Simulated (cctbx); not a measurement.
# CuSnI6: precision against data quality

Space group R-3 (no. 148), a = 7.4590 Å, b = 7.4590 Å, c = 20.4260 Å, α = 90.00°, β = 90.00°, γ = 120.00°.

| atom | mult. | x | y | z | Ueq (Å²) |
| --- | --- | --- | --- | --- | --- |
| I1 | 18 | 0.3324 | 0.2769 | 0.0795 | 0.0082 |
| Sn1 | 3 | 0 | 0 | 0 | 0.0072 |
| Cu1 | 3 | 1/3 | 2/3 | 1/6 | 0.0096 |

The model is made up (kin elements in a known structure type, no relaxation), so it says nothing on whether the phase exists.

Five simulated data sets (cctbx; Ag Kα, λ = 0.56087 Å; 3 % proportional error) differ in resolution or exposure (noise floor 8 counts in the first three, 8 in the last two). Each is refined with the right model, isotropic at 1.1 Å and anisotropic otherwise. How do the figures of merit and the uncertainties move?

```
d min (Å)  top counts  ⟨I/σ⟩ (unmerged, absences included)  unique  param. (scale apart)   Rint      R1  GooF  largest s.u. xyz (fractional)  s.u. U of Cu1 (Å²)  largest error (Å)
      1.1        5000                                  4.6     173                     6  0.037  0.0118  0.91                        0.00007              0.0006             0.0010
     0.84        5000                                  3.9     391                    13  0.040  0.0132  0.84                        0.00004              0.0004             0.0006
      0.6        5000                                  2.8    1073                    13  0.053  0.0192  0.93                        0.00003              0.0002             0.0004
     0.75         300                                  0.7     547                    13  0.280  0.0601  0.90                        0.00025              0.0021             0.0050
     0.75        3000                                  2.8     547                    13  0.057  0.0187  0.90                        0.00005              0.0004             0.0009
```

The number of reflections grows roughly as 1/d³: 173, 391 and 1073 here. R1 follows the noise rather than the truth: at 300 counts it is 0.0601, at 3000 counts 0.0187, while GooF is 0.90 and 0.90: the weights 1/σ² carry the noise. The s.u. of U (U11 where anisotropic) for Cu1 goes 0.0006, 0.0004, 0.0002 Å² with resolution and 0.0021, 0.0004 Å² with exposure.

Hardware for the 0.6 Å refinement: 0.78 s on 1 thread of Arm Neoverse N1 (shared host), peak memory 0.09 GiB.

[Logs are printed without paths, hosts, clocks, repeated set-up lines and the standing remarks that a program may print on its own settings, such as how far it seeks lower states.]
